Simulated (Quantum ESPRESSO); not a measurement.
# AlN (F-43m): a worked LO-TO splitting

Aim: work out the LO frequency and the static dielectric constant of AlN (F-43m) from one linear-response run, then check them.

Calculated with Quantum ESPRESSO 7.5; DFT PBE, scalar-relativistic, plane waves, GBRV ultrasoft pseudopotentials.

### 1. The relaxed structure

Symmetry: F-43m, No. 216, cubic system. Conventional cell: a = 4.407 Å, b = 4.407 Å, c = 4.407 Å, α = 90.00°, β = 90.00°, γ = 90.00°. Nearest to Al lie 4 N at 1.91 Å. N has 4 Al at 1.91 Å nearest. Farther neighbours and most contacts between anions are not listed.

Coordinates:

```xyz
2
Lattice="-2.2033 0.0000 2.2033 0.0000 2.2033 2.2033 -2.2033 2.2033 0.0000" Properties=species:S:1:pos:R:3 pbc="T T T"
Al    0.0000    0.0000    0.0000
N    -3.3049    3.3049    3.3049
```

This is the cell after its relaxation at this level of theory, not the database cell from which that began.

### 2. What the response run gave

A linear-response run on the relaxed cell, with the response to an electric field; only its zone-centre results are used. Cutoff 55 Ry, k mesh 8×8×8.

The log of the run:

```text
[banners, grids, parts of the stress and lines that vanish by symmetry left out]
Program PHONON v.7.5
     Reading xml data from directory:

[...]
Exchange-correlation= PBE
                           (   1   4   3   4   0   0   0)
[...]
kinetic-energy cut-off    =      55.0000  Ry
     charge density cut-off    =     440.0000  Ry
     convergence threshold     =      1.0E-18
[...]
Exchange-correlation= PBE
                           (   1   4   3   4   0   0   0)
[...]
q = (   0.0000000   0.0000000   0.0000000 )
     25 Sym.Ops. (with q -> -q+G )
     G cutoff =  772.8454  (  22419 G-vectors)     FFT grid: ( 40, 40, 40)
     G cutoff =  386.4227  (   7823 G-vectors)  smooth grid: ( 27, 27, 27)
     number of k points=    29
[...]
Mode symmetry, T_d (-43m)  point group:
[...]
Dielectric constant
[...]
End of electric fields calculation
          Dielectric constant in cartesian axis
          (       4.649352542       0.000000000      -0.000000000 )
          (       0.000000000       4.649352542      -0.000000000 )
          (      -0.000000000      -0.000000000       4.649352542 )
          Effective charges (d Force / dE) in cartesian axis without acoustic sum rule applied (asr)
           atom    1  Al    Mean Z*:        2.55333
      Ex  (        2.55333        0.00000       -0.00000 )
      Ey  (        0.00000        2.55333        0.00000 )
      Ez  (       -0.00000        0.00000        2.55333 )
           atom    2  N     Mean Z*:       -2.55805
      Ex  (       -2.55805        0.00000       -0.00000 )
      Ey  (        0.00000       -2.55805        0.00000 )
      Ez  (       -0.00000        0.00000       -2.55805 )
          Effective charges Sum: Mean:       -0.00472
[...]
Effective charges (d Force / dE) in cartesian axis with asr applied:
           atom    1  Al    Mean Z*:        2.55569
[...]
atom    2  N     Mean Z*:       -2.55569
[...]
Representation #   1 modes #   1   2   3
[...]
End of self-consistent calculation
     Convergence has been achieved
     Representation #   2 modes #   4   5   6
[...]
End of self-consistent calculation
     Convergence has been achieved
[...]
Dielectric constant in cartesian axis
          (       4.649352542       0.000000000      -0.000000000 )
          (       0.000000000       4.649352542      -0.000000000 )
          (      -0.000000000      -0.000000000       4.649352542 )
          Effective charges (d Force / dE) in cartesian axis without acoustic sum rule applied (asr)
           atom    1  Al    Mean Z*:        2.55333
      Ex  (        2.55333        0.00000       -0.00000 )
      Ey  (        0.00000        2.55333        0.00000 )
      Ez  (       -0.00000        0.00000        2.55333 )
           atom    2  N     Mean Z*:       -2.55805
      Ex  (       -2.55805        0.00000       -0.00000 )
      Ey  (        0.00000       -2.55805        0.00000 )
      Ez  (       -0.00000        0.00000       -2.55805 )
          Effective charges Sum: Mean:       -0.00472
[...]
Effective charges (d Force / dE) in cartesian axis with asr applied:
           atom    1  Al    Mean Z*:        2.55569
[...]
atom    2  N     Mean Z*:       -2.55569
[...]
q = (    0.000000000   0.000000000   0.000000000 )
[...]
freq (    1) =      -0.149464 [THz] =      -4.985581 [cm-1]
     freq (    2) =      -0.149464 [THz] =      -4.985581 [cm-1]
     freq (    3) =      -0.149464 [THz] =      -4.985581 [cm-1]
     freq (    4) =      19.054497 [THz] =     635.589621 [cm-1]
     freq (    5) =      19.054497 [THz] =     635.589621 [cm-1]
     freq (    6) =      19.054497 [THz] =     635.589621 [cm-1]
[...]
Mode symmetry, T_d (-43m)  point group:
     freq (   1-   3) =         -5.0  [cm-1]   --> T_2  G_15 P_4   I+R
     freq (   4-   6) =        635.6  [cm-1]   --> T_2  G_15 P_4   I+R

   JOB DONE.
```

| quantity | value |
| --- | --- |
| cell volume Ω (Å³) | 21.392 |
| mass of Al (u) | 26.982 |
| mass of N (u) | 14.007 |
| Born charge of Al, raw (e) | 2.553 |
| Born charge of N, raw (e) | -2.558 |
| ε∞ | 4.649 |
| ω(TO) after the sum rule (cm⁻¹) | 635.6 |

### 3. The calculation

The charges must sum to zero over the cell; taking off their mean, -0.002 e, leaves Z* = 2.556 e on Al. In the polar mode Al moves against N, so the reduced mass is μ = 26.98 × 14.01 / 40.99 = 9.220 u.

A longitudinal wave builds up a field that adds to the restoring force: ω(LO)² = ω(TO)² + 4π Z*² / (μ Ω ε∞), in Hartree atomic units. With μ = 16808 electron masses and Ω = 144.36 bohr³ the second term is 7.2756e-06 Ha², or 350458 cm⁻² (1 Ha = 219474.6 cm⁻¹).

So ω(LO) = √(404000 + 350458) = 868.6 cm⁻¹, and by the Lyddane-Sachs-Teller relation ε₀ = ε∞ (ω(LO)/ω(TO))² = 8.68.

### 4. Check against the program

The analysis program adds the same non-analytic term to the full matrix, here for q along (1 0 0).

The log of the run:

```text
[banner, memory and clock lines left out]
Program DYNMAT v.7.5

     Reading Dynamical Matrix from file g.dyn
     ...Force constants read
     ...epsilon and Z* read

     Polarizability (A^3 units)
     multiply by 0.451172 for Clausius-Mossotti correction
         6.212250    0.000000   -0.000000
         0.000000    6.212250   -0.000000
        -0.000000   -0.000000    6.212250

     IR activities are in (D/A)^2/amu units

# mode   [cm-1]    [THz]      IR
    1     -0.00   -0.0000    0.0000
    2      0.00    0.0000    0.0000
    3      0.00    0.0000    0.0000
    4    635.61   19.0550   16.3432
    5    635.61   19.0550   16.3432
    6    868.60   26.0400   16.3432
```

ε₀ comes from the program's run without a direction of q.

| quantity | by hand | program |
| --- | --- | --- |
| ω(LO) (cm⁻¹) | 868.6 | 868.6 |
| ε₀ | 8.68 | 8.68 |

### 5. Results

| Item | Value |
| --- | --- |
| TO mode | 635.6 cm⁻¹ |
| LO mode | 868.6 cm⁻¹ |
| static dielectric constant | 8.683 |

**Reading.** The LO mode of AlN (F-43m) lies at 869 cm⁻¹, 233 cm⁻¹ above the TO mode; the formula meets the program within 0.1 cm⁻¹, as it must for a cubic crystal with one polar mode. ω(LO)² − ω(TO)² goes with Z*²/ε∞: an error of 5 % in ε∞ would move the LO mode by 9.7 cm⁻¹, and semilocal functionals tend to overestimate ε∞. These are harmonic values at zero temperature, at the volume of this functional, for the structure held cubic; stability elsewhere in the zone is no part of this calculation.

[Host names and launcher messages were left out of these logs when they were recorded.]

[Logs are printed without paths, hosts, clocks, repeated set-up lines and the standing remarks that a program may print on its own settings, such as how far it seeks lower states.]

[Hosts, paths, dates, database ids (printed as entryN), source tags and the programs' standing remarks are cut or masked in the printed files.]
